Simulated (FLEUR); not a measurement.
**CeSiPt3: cost and accuracy of the k mesh**

Wanted: the cheapest choice of the k mesh that holds the magnetic results of CeSiPt3.

Method: PBE with U = 6 eV on Ce f; all-electron FLAPW, Dirac cores, scalar-relativistic bands, in FLEUR MaX-R8.1.

## Step 1: The starting structure

Symmetry: P4mm, No. 99, tetragonal system. Conventional cell: a = 4.077 Å, b = 4.077 Å, c = 5.493 Å, α = 90.00°, β = 90.00°, γ = 90.00°. Ce has 4 Pt at 2.97 Å and 4 Si at 3.29 Å nearest. Si has 6 Pt at 2.30 to 3.19 Å and 4 Ce at 3.29 Å nearest. Pt has 2 Si at 2.39 Å nearest. Nearest to Pt lie 1 Si at 2.30 Å and 4 Pt at 2.82 Å and 4 Ce at 2.97 Å. Farther neighbours are not listed.

Structure file:

```
Ce Si Pt
1.0
     4.07683    0.00000    0.00000
     0.00000    4.07683    0.00000
     0.00000    0.00000    5.49257
Ce Si Pt
1 1 3
Direct
  0.50000 0.50000 0.72178
  0.00000 0.00000 0.01082
  0.50000 0.00000 0.23775
  0.00000 0.50000 0.23775
  0.00000 0.00000 0.59229
```

The cell comes from a database of computed structures and need not be the stable phase.

## Step 2: Rung 1 (mesh 2×2×2), start ferro +

The ladder starts at a coarse mesh; cost grows with the number of points.

The file n_mmp_mat seeds the f occupations with whole cubic orbitals by Hund's first rule, so that the U acts from the first pass. inpgen writes inp.xml from crystal.txt; cutoffs, mixing, functional, smearing and local orbitals are then set in the file. The k list default-1 (kpts.xml, not shown) is a Γ-centred 2×2×2 mesh; where the ranks do not divide the number of points, some are split in two of half the weight.

File inp.xml:

```
<?xml version="1.0" encoding="UTF-8" standalone="no"?>
<fleurInput fleurInputVersion="0.39">
   <comment>
      CeSiPt3
   </comment>
   <calculationSetup>
      <cutoffs Kmax="4.4" Gmax="13.2" GmaxXC="13.2" numbands="0"/>
      <scfLoop itmax="130" minDistance="0.0001" maxIterBroyd="15" imix="Anderson" alpha="0.05" precondParam="0.0" spinf="2.0" sdNocoIR="T"/>
      <coreElectrons ctail="T" frcor="F" kcrel="0" coretail_lmax="0"/>
      <xcFunctional name="pbe" relativisticCorrections="F"/>
      <magnetism jspins="2"/>
      <soc l_soc="F" theta="0.0" phi="0.0" spav="F"/>
      <expertModes spex="0" secvar="F"/>
      <geometryOptimization l_f="F" forcealpha="1.0" forcemix="BFGS" epsdisp="0.00001" epsforce="0.00001"/>
      <ldaU l_linMix="F" mixParam="0.05" spinf="1.0"/>
   </calculationSetup>
   <cell>
      <bzIntegration valenceElectrons="64.0" mode="hist" fermiSmearingEnergy="0.00293995">
         <kPointListSelection listName="default-1"/>
         <xi:include xmlns:xi="http://www.w3.org/2001/XInclude" href="kpts.xml"> </xi:include>
      </bzIntegration>
      <xi:include xmlns:xi="http://www.w3.org/2001/XInclude" href="sym.xml"> </xi:include>
      <bulkLattice scale="1.0">
         <bravaisMatrix>
            <row-1>    7.7041004902452270     0.0000000000000000     0.0000000000000000</row-1>
            <row-2>    0.0000000000000000     7.7041004902452270     0.0000000000000000</row-2>
            <row-3>    0.0000000000000000     0.0000000000000000    10.3794611082220349</row-3>
         </bravaisMatrix>
      </bulkLattice>
   </cell>
   <atomSpecies>
      <species name="Cerium (Ce1.000" element="Ce" atomicNumber="58">
         <mtSphere radius="2.8" gridPoints="925" logIncrement="0.014"/>
         <atomicCutoffs lmax="10" lnonsphr="8"/>
         <electronConfig flipSpins="F">
            <coreConfig>(1s1/2) (2s1/2) (2p1/2) (2p3/2) (3s1/2) (3p1/2) (3p3/2) (4s1/2) (3d3/2) (3d5/2) (4p1/2) (4p3/2) (4d3/2) (4d5/2)</coreConfig>
            <valenceConfig>(5s1/2) (5p1/2) (5p3/2) (6s1/2) (5d3/2) (5d5/2) (4f5/2) (4f7/2)</valenceConfig>
            <stateOccupation state="(5d3/2)" spinUp="0.2" spinDown="0.2"/>
            <stateOccupation state="(5d5/2)" spinUp="0.3" spinDown="0.3"/>
            <stateOccupation state="(4f5/2)" spinUp="0.4285714285714" spinDown="0.0"/>
            <stateOccupation state="(4f7/2)" spinUp="0.5714285714286" spinDown="0.0"/>
         </electronConfig>
         <energyParameters s="6" p="6" d="5" f="4"/>
         <ldaU l="3" U="6.0" J="0.0" l_amf="F"/>
         <lo type="SCLO" l="0" n="5" eDeriv="0"/>
         <lo type="SCLO" l="1" n="5" eDeriv="0"/>
      </species>
      <species name="Silicon (Si)" element="Si" atomicNumber="14">
         <mtSphere radius="1.67" gridPoints="553" logIncrement="0.02"/>
         <atomicCutoffs lmax="6" lnonsphr="4"/>
         <electronConfig flipSpins="F">
            <coreConfig>(1s1/2) (2s1/2) (2p1/2) (2p3/2)</coreConfig>
            <valenceConfig>(3s1/2) (3p1/2) (3p3/2)</valenceConfig>
            <stateOccupation state="(3p1/2)" spinUp="0.333333" spinDown="0.333333"/>
            <stateOccupation state="(3p3/2)" spinUp="0.666667" spinDown="0.666667"/>
         </electronConfig>
         <energyParameters s="3" p="3" d="3" f="4"/>
      </species>
      <species name="Platinum (Pt)" element="Pt" atomicNumber="78">
         <mtSphere radius="2.56" gridPoints="847" logIncrement="0.016"/>
         <atomicCutoffs lmax="10" lnonsphr="8"/>
         <electronConfig flipSpins="F">
            <coreConfig>(1s1/2) (2s1/2) (2p1/2) (2p3/2) (3s1/2) (3p1/2) (3p3/2) (4s1/2) (3d3/2) (3d5/2) (4p1/2) (4p3/2) (5s1/2) (4d3/2) (4d5/2) (4f5/2) (4f7/2)</coreConfig>
            <valenceConfig>(5p1/2) (5p3/2) (6s1/2) (5d3/2) (5d5/2)</valenceConfig>
            <stateOccupation state="(6s1/2)" spinUp="0.500000" spinDown="0.500000"/>
            <stateOccupation state="(5d3/2)" spinUp="1.800000" spinDown="1.800000"/>
            <stateOccupation state="(5d5/2)" spinUp="2.700000" spinDown="2.700000"/>
         </electronConfig>
         <energyParameters s="6" p="6" d="5" f="5"/>
         <lo type="SCLO" l="1" n="5" eDeriv="0"/>
      </species>
   </atomSpecies>
   <atomGroups>
      <atomGroup species="Cerium (Ce1.000">
         <relPos label="                   1">1.000/2.000 1.000/2.000 -.2782229000</relPos>
         <force calculate="T" relaxXYZ="TTT"/>
      </atomGroup>
      <atomGroup species="Silicon (Si)">
         <relPos label="                   2">.0000000000 .0000000000 .0108211200</relPos>
         <force calculate="T" relaxXYZ="TTT"/>
      </atomGroup>
      <atomGroup species="Platinum (Pt)">
         <relPos label="                   3">1.000/2.000 .0000000000 .2377544100</relPos>
         <relPos label="                   4">.0000000000 1.000/2.000 .2377544100</relPos>
         <force calculate="T" relaxXYZ="TTT"/>
      </atomGroup>
      <atomGroup species="Platinum (Pt)">
         <relPos label="                   5">.0000000000 .0000000000 -.4077070500</relPos>
         <force calculate="T" relaxXYZ="TTT"/>
      </atomGroup>
   </atomGroups>
   <output dos="F" band="F" slice="F">
      <bandDOS minEnergy="-.5*Htr" maxEnergy="0.5*Htr" sigma="0.015" storeEVData="T"/>
      <plotting iplot="0" polar="F">
         <plot TwoD="T" vec1="  1.0  0.0  0.0" vec2="  0.0  1.0  0.0" vec3="  0.0  0.0  1.0" zero="  0.0  0.0  0.0" file="plot"/>
      </plotting>
      <moessbauerParams electricFieldGradient="F" isomerShift="F" coreHyperfine="F" valenceHyperfine="F"/>
   </output>
</fleurInput>
```

File crystal.txt:

```
CeSiPt3
&input film=F cartesian=F /
4.07683441000  0.00000000000  0.00000000000
0.00000000000  4.07683441000  0.00000000000
0.00000000000  0.00000000000  5.49257428000
1.8897261246
1.0 1.0 1.0

5
58 0.50000000000  0.50000000000  0.72177710000 : 1.000
14 0.00000000000  0.00000000000  0.01082112000
78 0.50000000000  0.00000000000  0.23775441000
78 0.00000000000  0.50000000000  0.23775441000
78 0.00000000000  0.00000000000  0.59229295000

&kpt div1=2 div2=2 div3=2 gamma=T /
```

Run with:

```
> OMP_NUM_THREADS=1 inpgen -f crystal.txt > inpgen.log  # inp.xml is then edited as shown
> OMP_NUM_THREADS=2 mpirun -n 2 fleur_MPI > fleur.log
```

Output:

```text
Welcome to FLEUR        (www.flapw.de)
      MaX-Release 8.1          (www.max-centre.eu)

 ========== k-point set info ==========
 Selected k-point list: default-1
 k-point list type: mesh
 2 x 2 x 2
 Number of k points: 6

 ------------Calculation Setup---------------------------
 Number of MPI-tasks      :            2
 Number of PE/node        :            2
 Number of OMP-threads    :            2
 k-points in parallel     :            2
 pe's per k-point         :            1
 No of k-point loops      :            3
 Eigenvalue solver        :       lapack
 Number of basis functions:          925
 Approximate size of matrices (H+S) per k-point:         0.025 GB
 --------------------------------------------------------
 Iteration:     1   Distance:      22.98049874 me/bohr^3
 Iteration:     2   Distance:      19.61709556 me/bohr^3
 Iteration:     3   Distance:      12.12725460 me/bohr^3
 Iteration:     4   Distance:      10.24112449 me/bohr^3
 Iteration:     5   Distance:       5.94332260 me/bohr^3
 Iteration:     6   Distance:       3.74728884 me/bohr^3
 Iteration:     7   Distance:       1.64249065 me/bohr^3
 Iteration:     8   Distance:       1.25423113 me/bohr^3
 Iteration:     9   Distance:       0.76034668 me/bohr^3
 Iteration:    10   Distance:       0.32554299 me/bohr^3
 Iteration:    11   Distance:       0.21908199 me/bohr^3
 Iteration:    12   Distance:       0.12662761 me/bohr^3
 Iteration:    13   Distance:       0.09788635 me/bohr^3
 Iteration:    14   Distance:       0.02729753 me/bohr^3
 Iteration:    15   Distance:       0.01211223 me/bohr^3
 Iteration:    16   Distance:       0.00949232 me/bohr^3
 Iteration:    17   Distance:       0.00749452 me/bohr^3
 Iteration:    18   Distance:       0.00440165 me/bohr^3
 Iteration:    19   Distance:       0.00175058 me/bohr^3
 Iteration:    20   Distance:       0.00102658 me/bohr^3
 Iteration:    21   Distance:       0.00091131 me/bohr^3
 Iteration:    22   Distance:       0.00027556 me/bohr^3
 Iteration:    23   Distance:       0.00017311 me/bohr^3
 Iteration:    24   Distance:       0.00007491 me/bohr^3

 ********************************************************************
 Run finished successfully
 Stop message:
   all done
 ********************************************************************

--- out.xml (last complete iteration) ---
<iteration numberForCurrentRun="   24" overallNumber="   24">
         [... left out ...]
         <bandgap value="0.1349054274" units="eV"/>
         <sumValenceSingleParticleEnergies value="-16.4880848702" units="Htr"/>
         <FermiEnergy value="0.4742804971" units="Htr"/>
         <valenceDensity>
            <mtCharges spin="1">
               <mtCharge atomType="1" total="5.3637269" s="1.0423409" p="2.8793790" d="0.3989138" f="1.0354703"/>
               <mtCharge atomType="2" total="0.5137403" s="0.2262259" p="0.2480064" d="0.0365623" f="0.0025422"/>
               <mtCharge atomType="3" total="7.4174301" s="0.2861804" p="3.1959160" d="3.9062133" f="0.0230661"/>
               <mtCharge atomType="4" total="7.4865997" s="0.3476628" p="3.1878185" d="3.9254312" f="0.0200867"/>
            </mtCharges>
            <mtCharges spin="2">
               <mtCharge atomType="1" total="4.3450721" s="1.0405762" p="2.8718968" d="0.3652703" f="0.0597768"/>
               <mtCharge atomType="2" total="0.5133511" s="0.2264575" p="0.2478754" d="0.0361065" f="0.0025097"/>
               <mtCharge atomType="3" total="7.4143603" s="0.2869548" p="3.1922730" d="3.9061965" f="0.0229234"/>
               <mtCharge atomType="4" total="7.4751789" s="0.3480044" p="3.1819836" d="3.9205526" f="0.0192507"/>
            </mtCharges>
            <spinDependentCharge spin="1" total="32.5482341" interstitial="4.3493070" mtSpheres="28.1989272"/>
            <spinDependentCharge spin="2" total="31.4517659" interstitial="4.2894431" mtSpheres="27.1623227"/>
            <totalCharge value="64.0000000001"/>
         </valenceDensity>
         [... left out ...]
         <magneticMomentsInMTSpheres units="muBohr">
            <globalMagMoment atomType="1" vec="0.00000   0.00000   1.01866"/>
            <localMagMoment atomType="1" vec="0.00000   0.00000   1.01866"/>
            <globalMagMoment atomType="2" vec="0.00000   0.00000   0.00039"/>
            <localMagMoment atomType="2" vec="0.00000   0.00000   0.00039"/>
            <globalMagMoment atomType="3" vec="0.00000   0.00000   0.00307"/>
            <localMagMoment atomType="3" vec="0.00000   0.00000   0.00307"/>
            <globalMagMoment atomType="4" vec="0.00000   0.00000   0.01142"/>
            <localMagMoment atomType="4" vec="0.00000   0.00000   0.01142"/>
         </magneticMomentsInMTSpheres>
         [... left out ...]
         <totalEnergy value="   -64495.7490826727" units="Htr">
            <sumOfEigenvalues value="   -39589.1830896435">
               <coreElectrons value="-39572.6950047733"/>
               <valenceElectrons value="-16.4880848702"/>
            </sumOfEigenvalues>
            <densityCoulombPotentialIntegral value="-111019.3115430485"/>
            <densityEffectivePotentialIntegral value="-112724.1289322257"/>
            <chargeDenXCDenIntegral value="-1303.3800317957"/>
            <FockExchangeEnergyValence value="0.0000000000"/>
            <FockExchangeEnergyCore value="0.0000000000"/>
         [... left out ...]
            <dftUCorrection value="-0.1056766244"/>
            <tkbTimesEntropy value="0.0023797543"/>
            <freeEnergy value="-64495.7514624270"/>
            <extrapolationTo0K value="-64495.7502725499"/>
         </totalEnergy>
         [... left out ...]
         <ldaUDensityMatrixConvergence>
            <distance spin="1" distance="0.000000"/>
            <distance spin="2" distance="0.000000"/>
         </ldaUDensityMatrixConvergence>
         <densityConvergence units="me/bohr^3">
            <chargeDensity spin="1" distance="0.0000427823"/>
            <chargeDensity spin="2" distance="0.0000462812"/>
            <overallChargeDensity distance="0.0000483089"/>
            <spinDensity distance="0.0000749052"/>
         </densityConvergence>
      </iteration>
```

It took 2.5 min on 2 MPI ranks of Arm Neoverse V1, shared host; peak memory 0.31 GiB.

Spin moment in the muffin-tin sphere by atom:

| atom | spin moment in the muffin-tin sphere (μB) |
| --- | --- |
| Ce1 | 1.02 |
| Si2 | 0.00 |
| Pt3 | 0.00 |
| Pt4 | 0.00 |
| Pt5 | 0.01 |

Numbers from this step:

```yaml
free_energy: -1755018.8043 eV
program_s_band_gap_on_this_mesh_in_a_metal_only_a_level_spacing: 0.1349 eV
magnetization: 1.097 μB
final_state: ferromagnetic
```

After 24 cycles the largest moment stands at 1.02 μB.

## Step 3: Rung 2 (mesh 4×4×2), start ferro +

The k list default-1 (kpts.xml, not shown) is a Γ-centred 4×4×2 mesh.

inp.xml is that of step 2.

Edit crystal.txt of step 2 so:

```diff
@@ -15,2 +15,2 @@
 
-&kpt div1=2 div2=2 div3=2 gamma=T /
+&kpt div1=4 div2=4 div3=2 gamma=T /
```

Run with:

```
> OMP_NUM_THREADS=1 inpgen -f crystal.txt > inpgen.log  # inp.xml is then edited as shown
> OMP_NUM_THREADS=1 mpirun -n 4 fleur_MPI > fleur.log
```

Output:

```text
[banner, memory and clock lines left out]
Welcome to FLEUR        (www.flapw.de)
      MaX-Release 8.1          (www.max-centre.eu)

 ========== k-point set info ==========
 Selected k-point list: default-1
 k-point list type: mesh
 4 x 4 x 2
 Number of k points: 12

 [... set-up left out ...]
 Iteration:     1   Distance:      22.46056905 me/bohr^3
 Iteration:     2   Distance:      19.33889594 me/bohr^3
 Iteration:     3   Distance:      11.45239279 me/bohr^3
 Iteration:     4   Distance:       6.76439987 me/bohr^3
 Iteration:     5   Distance:       3.25374215 me/bohr^3
 Iteration:     6   Distance:       1.88631405 me/bohr^3
 Iteration:     7   Distance:       1.33179038 me/bohr^3
 Iteration:     8   Distance:       0.66772608 me/bohr^3
[... lines left out ...]
 Iteration:    18   Distance:       0.00135052 me/bohr^3
 Iteration:    19   Distance:       0.00070400 me/bohr^3
 Iteration:    20   Distance:       0.00035629 me/bohr^3
 Iteration:    21   Distance:       0.00022959 me/bohr^3
 Iteration:    22   Distance:       0.00016521 me/bohr^3
 Iteration:    23   Distance:       0.00005736 me/bohr^3

 ********************************************************************
 Run finished successfully
 Stop message:
   all done
 ********************************************************************

--- out.xml (last complete iteration) ---
<iteration numberForCurrentRun="   23" overallNumber="   23">
         [... left out ...]
         <bandgap value="0.0315070570" units="eV"/>
         <sumValenceSingleParticleEnergies value="-16.5544811350" units="Htr"/>
         <FermiEnergy value="0.4705326553" units="Htr"/>
         [... left out ...]
         <magneticMomentsInMTSpheres units="muBohr">
            <globalMagMoment atomType="1" vec="0.00000   0.00000   1.01172"/>
            <globalMagMoment atomType="2" vec="0.00000   0.00000  -0.00066"/>
            <globalMagMoment atomType="3" vec="0.00000   0.00000   0.00071"/>
            <globalMagMoment atomType="4" vec="0.00000   0.00000   0.00183"/>
         </magneticMomentsInMTSpheres>
         [... left out ...]
         <totalEnergy value="   -64495.7523713896" units="Htr">
            <sumOfEigenvalues value="   -39589.8126717592">
               <coreElectrons value="-39573.2581906242"/>
               <valenceElectrons value="-16.5544811350"/>
            </sumOfEigenvalues>
         [... left out ...]
            <freeEnergy value="-64495.7540922163"/>
            <extrapolationTo0K value="-64495.7532318030"/>
         </totalEnergy>
         [... left out ...]
         <ldaUDensityMatrixConvergence>
            <distance spin="1" distance="0.000001"/>
            <distance spin="2" distance="0.000000"/>
         </ldaUDensityMatrixConvergence>
         <densityConvergence units="me/bohr^3">
            <chargeDensity spin="1" distance="0.0000423316"/>
            <chargeDensity spin="2" distance="0.0000352391"/>
            <overallChargeDensity distance="0.0000527032"/>
            <spinDensity distance="0.0000573577"/>
         </densityConvergence>
      </iteration>
```

Wall time 2.5 min (4 MPI ranks); peak memory 0.54 GiB; 10 min of CPU time.

Spin moment in the muffin-tin sphere by atom:

| atom | spin moment in the muffin-tin sphere (μB) |
| --- | --- |
| Ce1 | 1.01 |
| Si2 | 0.00 |
| Pt3 | 0.00 |
| Pt4 | 0.00 |
| Pt5 | 0.00 |

This step gave:

| Item | Value |
| --- | --- |
| free energy | -1755018.8758 eV |
| program's band gap on this mesh (in a metal only a level spacing) | 0.03151 eV |
| magnetization | 1.058 μB |
| final state | ferromagnetic |

The largest moment moves by -0.01 μB from rung 1, at 1.8 times its CPU time.

## Step 4: Rung 3 (mesh 4×4×4), start ferro +

The k list default-1 (kpts.xml, not shown) is a Γ-centred 4×4×4 mesh.

inp.xml is that of step 3.

Edit crystal.txt of step 3 so:

```diff
@@ -15,2 +15,2 @@
 
-&kpt div1=4 div2=4 div3=2 gamma=T /
+&kpt div1=4 div2=4 div3=4 gamma=T /
```

Output:

```text
[banner, memory and clock lines left out]
Welcome to FLEUR        (www.flapw.de)
      MaX-Release 8.1          (www.max-centre.eu)

 ========== k-point set info ==========
 Selected k-point list: default-1
 k-point list type: mesh
 0 x 0 x 0
 Number of k points: 20

 [... set-up left out ...]
 Iteration:     1   Distance:      22.44178313 me/bohr^3
 Iteration:     2   Distance:      19.29594763 me/bohr^3
 Iteration:     3   Distance:      11.48049255 me/bohr^3
 Iteration:     4   Distance:       6.61642764 me/bohr^3
 Iteration:     5   Distance:       3.50013502 me/bohr^3
[...]
[... left out ...]
            <freeEnergy value="-64495.7559191553"/>
            <extrapolationTo0K value="-64495.7551007691"/>
         </totalEnergy>
         [... left out ...]
         <ldaUDensityMatrixConvergence>
            <distance spin="1" distance="0.000001"/>
            <distance spin="2" distance="0.000000"/>
         </ldaUDensityMatrixConvergence>
         <densityConvergence units="me/bohr^3">
            <chargeDensity spin="1" distance="0.0000543324"/>
            <chargeDensity spin="2" distance="0.0000450444"/>
            <overallChargeDensity distance="0.0000658152"/>
            <spinDensity distance="0.0000750358"/>
         </densityConvergence>
      </iteration>
```

The job ended after 3.9 min (4 MPI ranks; peak memory 0.54 GiB).

Read from the output:

* free energy: -1755018.9255 eV
* program's band gap on this mesh (in a metal only a level spacing): 0.001544 eV
* magnetization: 1.057 μB
* final state: ferromagnetic
* largest moment: 1.011 μB

The largest moment is that of rung 2, at 1.6 times its CPU time.

[end of part 1 of 2]

[Logs and program files are shortened in this print: banners, set-up blocks, solver, clock and traceback lines can be left out without a mark of their own.]

[Logs are printed without paths, hosts, clocks, repeated set-up lines and the standing remarks that a program may print on its own settings, such as how far it seeks lower states.]

[Hosts, paths, dates, database ids (printed as entryN), source tags and the programs' standing remarks are cut or masked in the printed files.]

[Where a cell is said to come from a database of computed structures, the database is the Materials Project.]
